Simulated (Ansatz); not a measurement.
# Ta2N(OH)2 MXene monolayer in a perpendicular field

What dipole does a perpendicular field induce in the Ta2N(OH)2 MXene monolayer? A positive field points along +c.

Calculated with Ansatz 0.2.0; plane-wave DFT, PBE-D3(BJ), Ansatz PAW.

This is a report of a sequence of runs, with most program output left out.

## Step 1: Starting point

The cell holds 7 atoms: 2 H, 2 O, 2 Ta and 1 N. Its edges and angles: a = 3.155 Å, b = 3.155 Å, c = 44.782 Å, α = 90.0°, β = 90.0°, γ = 120.0°. Vacuum lies along c.

## Step 2: Relaxing the slab

The starting cell is a guess, so the in-plane lattice and the atoms are relaxed first, with the slab cut off from its images along the normal.

The input, input.yaml:

```yaml
crystal:
  lattice:
    - [3.15458, 0.0, 0.0]
    - [-1.57729, 2.7319464183, 0.0]
    - [0.0, 0.0, 44.781688773]
  atoms:
    - { symbol: H, position: [0.3333333333, 0.6666666667, 0.4231640324] }
    - { symbol: O, position: [0.3333333333, 0.6666666667, 0.4450479771] }
    - { symbol: Ta, position: [0.6666666667, 0.3333333333, 0.4722048619], spin: 1.0 }
    - { symbol: "N", position: [0.0, 0.0, 0.5] }
    - { symbol: Ta, position: [0.3333333333, 0.6666666667, 0.5277951381], spin: 1.0 }
    - { symbol: O, position: [0.6666666667, 0.3333333333, 0.5549520229] }
    - { symbol: H, position: [0.6666666667, 0.3333333333, 0.5768359676] }
  periodic: [true, true, false]
magnetization:
  spin_polarized: true
kpoints:
  mp_grid: { grid: [12, 12, 1] }
hamiltonian:
  xc: pbe
  dispersion: d3bj
scf:
  occupations: { method: fermi_dirac, width: 0.05 }
  convergence: { dr2_threshold: 1.0e-09 }
relax:
  f_tol: 0.004
  max_steps: 90
  cell: {}
output:
  write_potential: true
  write_density: true
  volumetric_format: npy
```

Run with:

```sh
$ ansatz run input.yaml --threads 4 --pin off --max-ram 6144MiB --backend cpu --events-out ev --progress --plain --runs-dir out
```

Run time: 2.2 min. Hardware: 4 threads of Intel Xeon Platinum 8259CL at 2.50GHz (Skylake/Cascade Lake), shared host; peak memory 1.1 GiB.

Step by step:

| step | energy less that of the first step (eV) | largest force component (eV/Å) | volume (Å³) |
| --- | --- | --- | --- |
| 1 | 0.0000 | 2.9528 | 385.93 |
| 2 | -0.4516 | 0.6992 | 372.05 |
| 3 | -0.4193 | 3.1446 | 391.70 |
| 4 | -0.5908 | 0.3619 | 385.61 |
| 5 | -0.6838 | 0.3730 | 401.29 |
| 6 | -0.6897 | 0.2944 | 403.45 |
| 7 | -0.6923 | 0.1009 | 406.54 |
| 8 | -0.6927 | 0.0050 | 406.44 |
| 9 | -0.6928 | 0.0018 | 406.35 |
| 10* | -0.7126 | 0.0035 | 406.35 |
| 11 | -0.7120 | 0.0037 | 407.83 |
| 12* | -0.7130 | 0.0037 | 407.83 |

Relaxation steps marked * repeat the geometry before them on a plane-wave basis chosen anew for their cell, so energy and pressure can jump there. Relaxation step 3 was tried and not accepted.

Forces are held to the 12 operations that the run works with; a distortion that breaks them can't arise in this run.

| cell as run | before | after | change |
| --- | --- | --- | --- |
| a (Å) | 3.155 | 3.243 | +2.8 % |
| b (Å) | 3.155 | 3.243 | +2.8 % |

The atoms that moved most (Å, along periodic axes as changes of fractional coordinates times the final cell, across vacuum about the mean position):

| atom | dx | dy | dz | length |
| --- | --- | --- | --- | --- |
| Ta5 | 0.000 | 0.000 | -0.203 | 0.203 |
| Ta3 | 0.000 | 0.000 | 0.203 | 0.203 |
| O6 | 0.000 | 0.000 | -0.125 | 0.125 |
| O2 | 0.000 | 0.000 | 0.125 | 0.125 |
| H7 | 0.000 | 0.000 | -0.122 | 0.122 |
| H1 | 0.000 | 0.000 | 0.122 | 0.122 |

This step gave:

```
energy at zero smearing : -21418.2271 eV
```

The lattice constant a goes from 3.155 to 3.243 Å.

## Step 3: Single point, field 0

A sawtooth potential applies the field, turning back in the middle of the vacuum. With the dipole correction the typed value is the field outside the slab. The induced dipole is small, so the SCF threshold is tight.

The cell differs from the one that the last finished run ended in (c 44.782 → 24.638 Å).

The input, input.yaml:

```yaml
crystal:
  lattice:
    - [3.2428470238, 0.0, 0.0]
    - [-1.6214235119, 2.8083879032, 0.0]
    - [0.0, 0.0, 24.6375346504]
  atoms:
    - { symbol: H, position: [0.3333333333, 0.6666666667, 0.3652962899] }
    - { symbol: O, position: [0.3333333333, 0.6666666667, 0.4051900036] }
    - { symbol: Ta, position: [0.6666666667, 0.3333333333, 0.4577035284] }
    - { symbol: "N", position: [0.0, 0.0, 0.5] }
    - { symbol: Ta, position: [0.3333333333, 0.6666666667, 0.5422964716] }
    - { symbol: O, position: [0.6666666667, 0.3333333333, 0.5948099964] }
    - { symbol: H, position: [0.6666666667, 0.3333333333, 0.6347037101] }
kpoints:
  mp_grid: { grid: [18, 18, 1] }
  band_path:
    path: [[0, 0, 0], [0.5, 0, 0], [0.33333333, 0.33333333, 0], [0, 0, 0]]
    npoints: 16
hamiltonian:
  xc: pbe
  dispersion: d3bj
scf:
  occupations: { method: fermi_dirac, width: 0.02585 }
  convergence: { dr2_threshold: 1.0e-10 }
efield:
  axis: 3
  dipole_correction: true
  ramp_position: 0.97
  ramp_width: 0.06
  amplitude: 0
output:
  dos: { projected: true, e_range: [-6, 5] }
  bader: true
  write_potential: true
  write_density: true
  volumetric_format: npy
  elf: true
```

The job ended after 54 s (4 threads; peak memory 0.71 GiB).

Numbers from this step:

| Quantity | Value |
| --- | --- |
| energy at zero smearing | -21418.2213 eV |
| work function, upper face | 2.778 eV |
| dipole along the normal | -3.71e-7 e·Å |

Running mean over a fixed 2.6 Å (it still follows the layers) of the planar mean; the ramp of the sawtooth is left out. Electron's electrostatic potential energy less the Fermi level against z:

| z (Å) | electron's electrostatic potential energy less the Fermi level (eV) |
| --- | --- |
| 4 | 2.77 |
| 5 | 2.76 |
| 6 | 2.67 |
| 7 | 2.33 |
| 8 | 1.07 |
| 9 | -1.86 |
| 10 | -7.49 |
| 11 | -12.6 |
| 12 | -15.3 |
| 13 | -14.3 |
| 14 | -11.1 |
| 15 | -4.94 |
| 16 | -0.484 |
| 17 | 1.64 |
| 18 | 2.51 |
| 19 | 2.72 |
| 20 | 2.77 |
| 21 | 2.78 |

The density of states has structure finer than the step of the table below, so its rows give means over 0.2 eV, whole bins alone (the curve runs from -6 to 1.5 eV). Peaks (eV: height): -3.02: 2.00, -1.89: 2.53, -1.81: 2.42, -1.62: 3.08, -0.27: 3.95, 0.59: 5.25, 1.47: 8.66.

Table of density of states by energy, zero at the Fermi level; means over each step:

| energy (eV) | density of states (states/eV a cell) |
| --- | --- |
| -5.8 | 0.824 |
| -5.6 | 0.632 |
| -5.4 | 0.0828 |
| -5.2 | 0 |
| -5.0 | 0 |
| -4.8 | 0 |
| -4.6 | 0 |
| -4.4 | 0 |
| -4.2 | 0.443 |
| -4.0 | 0.811 |
| -3.8 | 0.896 |
| -3.6 | 0.960 |
| -3.4 | 1.07 |
| -3.2 | 1.26 |
| -3.0 | 1.66 |
| -2.8 | 1.14 |
| -2.6 | 0.784 |
| -2.4 | 0.548 |
| -2.2 | 0.452 |
| -2.0 | 0.613 |
| -1.8 | 1.66 |
| -1.6 | 1.47 |
| -1.4 | 1.27 |
| -1.2 | 0.935 |
| -1.0 | 0.821 |
| -0.8 | 1.03 |
| -0.6 | 1.85 |
| -0.4 | 1.74 |
| -0.2 | 2.61 |
| 0.0 | 2.40 |
| 0.2 | 2.61 |
| 0.4 | 2.80 |
| 0.6 | 3.70 |
| 0.8 | 2.01 |
| 1.0 | 1.61 |
| 1.2 | 1.93 |
| 1.4 | 4.35 |

Projected DOS per atom over height of the atomic layer and energy from the Fermi level. Layers: H O Ta N Ta O H from below.

Ten even steps from '_' (0.00 states/eV) to '@' (1.12 states/eV), each cell a mean:
```
....%%..%%....
..__--__--__..
....@@::@@....
....##..##....
....**__**....
____**__**____
____==__==____
____--__--____
____==__==____
____++__++____
____::__::____
____::__::____
____==__==____
____++__++____
____--__--____
____--__--____
____::__::____
______________
______________
______________
__..______..__
__::__..__::__
```
Columns: height of the atomic layer (Å) from 9 to 15.6 (not evenly spaced); rows upwards: energy from the Fermi level (eV) from -5.96 to 1.42.

Electronic bands along the path, in eV, zero at the Fermi level:

| point | band 20 | band 21 | band 22 | band 23 | band 24 | band 25 | band 26 | band 27 |
| --- | --- | --- | --- | --- | --- | --- | --- | --- |
| Γ | -5.45 | -2.27 | -2.27 | -0.87 | -0.39 | -0.27 | 0.11 | 1.73 |
| halfway | -5.98 | -3.40 | -0.98 | -0.56 | 0.38 | 0.79 | 1.41 | 1.56 |
| M | -5.99 | -4.25 | 0.60 | 0.65 | 1.43 | 1.62 | 2.43 | 2.69 |
| halfway | -6.34 | -3.30 | -0.24 | -0.20 | 1.68 | 2.17 | 2.23 | 2.93 |
| K | -6.58 | -1.59 | -1.59 | -1.04 | 1.90 | 1.90 | 2.50 | 3.54 |
| halfway | -6.28 | -2.94 | -1.90 | 0.42 | 0.83 | 0.84 | 1.49 | 1.58 |
| Γ | -5.45 | -2.27 | -2.27 | -0.87 | -0.39 | -0.27 | 0.11 | 1.73 |

Electrostatic potential energy in the ca plane at fractional y = 0.333, with atoms of Ta and O and H within 0.2 Å of it. With pseudopotentials it is smooth inside the atoms' cores, unlike the true potential.

Values in eV, 5 rows by 16 columns, each cell a mean:
```
  5   5   5   5   5   5   4  -1 -28 -19  -1  -4 -11  -1   4   5
  5   5   5   5   5   5   4  -4 -42 -32   0 -14 -40 -21   4   5
  5   5   5   5   5   5   4  -1 -29 -20  -1  -5 -12  -1   4   5
  5   5   5   5   5   4   3   2  -3  -2  -9  -8   3   4   5   5
  5   5   5   5   5   4   3   2  -3  -2 -10  -8   3   4   5   5
```
Columns run along c (16.0 Å, from fractional 0.11 to 0.76 of the cell; values clipped at the 3rd and 97th percentile), rows up along a (3.2 Å). Atoms in or near the plane, at fractional coordinates: Ta at (0.46, 0.67), O at (0.59, 0.67), H at (0.63, 0.67).

Valence density in the ca plane at fractional y = 0.333, with atoms of Ta and O and H within 0.2 Å of it. It is the smooth field of the valence electrons, not physical close to the nuclei.

Ten steps, logarithmic in the rise over the least value, from '0' (0.0 e/Å³) to '9' (6.7 e/Å³), each cell a mean:
```
00000000000000012235775443334554321000000000
00000000000000001258888533235897642000000000
00000000000000001268888643236998763100000000
00000000000000001257887533335887542000000000
00000000000000012235665443334554311000000000
00000000000000123333334444543322100000000000
00000000000000123433234455553211000000000000
00000000000000122333344444443322100000000000
```
Columns run along c (16.0 Å, from fractional 0.15 to 0.80 of the cell), rows up along a (3.2 Å). Atoms in or near the plane, at fractional coordinates: Ta at (0.46, 0.67), O at (0.59, 0.67), H at (0.63, 0.67).

ELF in the ca plane at fractional y = 0.333, with atoms of Ta and O and H within 0.2 Å of it. It is the smooth field of the valence electrons, not physical close to the nuclei.

Ten even steps from '0' (0.00) to '9' (0.97), each cell a mean:
```
00000122332000001113553232113776432111232210
00000123332100000136656333116877886211232210
00000123332100000157227433127647998311232210
00000123332100000136666333116877886211232210
00000122332000012212442232112675431011232210
00000122322000124531113432221121000012332110
00000122321001135642124532232000000012333110
00000122322000124531113432221122100012332110
```
Columns run along c (16.0 Å, from fractional 0.15 to 0.80 of the cell), rows up along a (3.2 Å). Atoms in or near the plane, at fractional coordinates: Ta at (0.46, 0.67), O at (0.59, 0.67), H at (0.63, 0.67).

The work function of the upper face is 2.78 eV.

## Step 4: Single point, field 0.05 V/Å

input.yaml: that of step 3 with these lines changed.

```diff
@@ -29,6 +29,4 @@
   ramp_width: 0.06
-  amplitude: 0
+  amplitude: 0.05
 output:
-  dos: { projected: true, e_range: [-6, 5] }
-  bader: true
   write_potential: true
@@ -36,2 +34 @@
   volumetric_format: npy
-  elf: true
```

Elapsed: 15 s, on 4 threads; peak memory 0.69 GiB.

The dipole is 0.0290 e·Å.

## Step 5: Atoms held, field -0.05 V/Å

input.yaml: that of step 4 with these lines changed.

```diff
@@ -29,3 +29,3 @@
   ramp_width: 0.06
-  amplitude: 0.05
+  amplitude: -0.05
 output:
```

Wall time 15 s (4 threads); peak memory 0.69 GiB.

The dipole is -0.0290 e·Å.

## Step 6: Atoms held, field 0.1 V/Å

input.yaml: that of step 5 with these lines changed.

```diff
@@ -29,3 +29,3 @@
   ramp_width: 0.06
-  amplitude: -0.05
+  amplitude: 0.1
 output:
```

It took 15 s on 4 threads; peak memory 0.68 GiB.

The dipole is 0.0580 e·Å.

## Step 7: Single point, field 0.2 V/Å

input.yaml: that of step 6 with these lines changed.

```diff
@@ -29,3 +29,3 @@
   ramp_width: 0.06
-  amplitude: 0.1
+  amplitude: 0.2
 output:
```

Wall time 15 s (4 threads); peak memory 0.69 GiB.

The dipole is 0.116 e·Å.

## Step 8: Single point, field 0.3 V/Å

input.yaml: that of step 7 with these lines changed.

```diff
@@ -29,4 +29,6 @@
   ramp_width: 0.06
-  amplitude: 0.2
+  amplitude: 0.3
 output:
+  dos: { projected: true, e_range: [-6, 5] }
+  bader: true
   write_potential: true
@@ -34 +36,2 @@
   volumetric_format: npy
+  elf: true
```

Run time: 59 s. Hardware: 4 threads; peak memory 0.69 GiB; 3.9 min of CPU time.

The dipole is 0.175 e·Å.

## Step 9: Response, atoms held

This step: plane-wave DFT, PBE-D3(BJ), Ansatz PAW; response to a field along the normal, atoms held (Ansatz 0.2.0).

The dipoles give the slope, and the difference of two potentials shows where the field is screened.

This step gave:

```yaml
equivalent_conductor_thickness_p_eps_0ae: 11.53 Å
distance_between_the_outer_atoms: 6.638 Å
```

Dipole of the cell against applied field:

| applied field (V/Å) | dipole of the cell (e·Å) |
| --- | --- |
| -0.050 | -0.0290 |
| 0.000 | -3.7e-7 |
| 0.050 | 0.0290 |
| 0.100 | 0.0580 |
| 0.200 | 0.116 |
| 0.300 | 0.175 |

Local field over the applied field, running mean. From the potentials at -0.05 and 0.05 V/Å; running mean over 2.5 Å. The local field over applied field by z:

z (Å), local field over applied field and a bar from the least value:
```
      4.5      0.960 ##############################
      5.0      0.927 #############################
      5.5      0.872 ###########################
      6.0      0.784 #########################
      6.5      0.656 #####################
      7.0      0.491 #################
      7.5      0.304 ############
      8.0      0.129 #######
      8.5     -0.004 ###
      9.0     -0.085 #
      9.5     -0.113 
     10.0     -0.103 
     10.5     -0.073 #
     11.0     -0.046 ##
     11.5     -0.026 ##
     12.0     -0.016 ###
     12.5     -0.015 ###
     13.0     -0.023 ##
     13.5     -0.039 ##
     14.0     -0.065 #
     14.5     -0.095 #
     15.0     -0.113 
     15.5     -0.097 
     16.0     -0.032 ##
     16.5      0.088 ######
     17.0      0.253 ##########
     17.5      0.441 ###############
     18.0      0.614 ####################
     18.5      0.753 ########################
     19.0      0.851 ###########################
     19.5      0.915 ############################
     20.0      0.953 #############################
     20.5      0.975 ##############################
```

The induced electron density oscillates, so the rows of the table below give means over windows of 0.5 Å about each position, cut where the curve ends. Its maxima inside the range that stand out by 2 % of the span (Å: e/Å³ per V/Å): 7.67: 0.00264, 9.72: 2.8e-5, 10.68: 1.8e-4, 13.41: 6.0e-4, 14.65: 9.9e-4, 15.33: 6.5e-4. Its minima: 9.31: -6.5e-4, 9.99: -9.9e-4, 11.22: -6.0e-4, 13.96: -1.7e-4, 14.92: -2.8e-5, 16.97: -0.00264.

Electrons, planar mean, per unit field. The induced electron density by z; means over each step:

| z (Å) | induced electron density (e/Å³ per V/Å) |
| --- | --- |
| 4.5 | 2.0e-4 |
| 5.0 | 3.6e-4 |
| 5.5 | 6.3e-4 |
| 6.0 | 0.00106 |
| 6.5 | 0.00164 |
| 7.0 | 0.00223 |
| 7.5 | 0.00259 |
| 8.0 | 0.00246 |
| 8.5 | 0.00152 |
| 9.0 | -1.8e-4 |
| 9.5 | -3.2e-4 |
| 10.0 | -6.5e-4 |
| 10.5 | 4.4e-6 |
| 11.0 | -2.7e-4 |
| 11.5 | -4.0e-4 |
| 12.0 | -6.3e-5 |
| 12.5 | 1.9e-5 |
| 13.0 | 2.9e-4 |
| 13.5 | 4.3e-4 |
| 14.0 | -7.9e-5 |
| 14.5 | 6.4e-4 |
| 15.0 | 2.5e-4 |
| 15.5 | 4.4e-4 |
| 16.0 | -0.00107 |
| 16.5 | -0.00230 |
| 17.0 | -0.00261 |
| 17.5 | -0.00236 |
| 18.0 | -0.00181 |
| 18.5 | -0.00120 |
| 19.0 | -7.2e-4 |
| 19.5 | -4.2e-4 |
| 20.0 | -2.4e-4 |
| 20.5 | -1.5e-4 |

By hand: between -0.05 and 0.05 V/Å the dipole changes by 0.05800 e·Å, a slope of 0.5800 e·Å²/V. A perfect conductor of thickness t has p = ε₀AEt, so t = 180.95 × 0.5800 / 9.107 = 11.52 Å (e/ε₀ = 180.95 V·Å, A in Å²).

The induced dipole is that of a conductor 11.53 Å thick.

## Step 10: Relaxing in the field, field 0.1 V/Å

This step: plane-wave DFT, PBE-D3(BJ), Ansatz PAW (Ansatz 0.2.0).

Now the atoms may follow the field. A weak field makes forces of meV/Å to tens of meV/Å, so the force tolerance is set well below the usual one.

input.yaml: that of step 8 with these lines changed.

```diff
@@ -14,6 +14,3 @@
 kpoints:
-  mp_grid: { grid: [18, 18, 1] }
-  band_path:
-    path: [[0, 0, 0], [0.5, 0, 0], [0.33333333, 0.33333333, 0], [0, 0, 0]]
-    npoints: 16
+  mp_grid: { grid: [12, 12, 1] }
 hamiltonian:
@@ -29,6 +26,7 @@
   ramp_width: 0.06
-  amplitude: 0.3
+  amplitude: 0.1
+relax:
+  f_tol: 0.001
+  max_steps: 60
 output:
-  dos: { projected: true, e_range: [-6, 5] }
-  bader: true
   write_potential: true
@@ -36,2 +34 @@
   volumetric_format: npy
-  elf: true
```

The job ended after 21 s (4 threads; peak memory 0.59 GiB; 78 s of CPU time).

No atom moved by 0.005 Å in the relaxation.

Numbers from this step:

- energy at zero smearing: -21418.2302 eV
- dipole along the normal: 0.05954 e·Å

The relaxation took 7 steps and lowered the energy by 1.1e-4 eV; the largest force on the free atoms ends at 2.7e-4 eV/Å.

The dipole is 0.0595 e·Å.

(Part 1 of 2 ends here.)

[Logs are printed without paths, hosts, clocks, repeated set-up lines and the standing remarks that a program may print on its own settings, such as how far it seeks lower states.]

[Hosts, paths, dates, database ids (printed as entryN), source tags and the programs' standing remarks are cut or masked in the printed files.]

[Maps of the electrostatic potential energy from Ansatz leave out the sawtooth potential of an applied field or a dipole correction, so their vacuum need not be flat; planar profiles and work functions include it.]

[The density of states shown here was stored with 400 of the rows of the run's finer table, so its peaks can read low, often by over a quarter, or be missed, and its means over a window can be off by a tenth or more.]
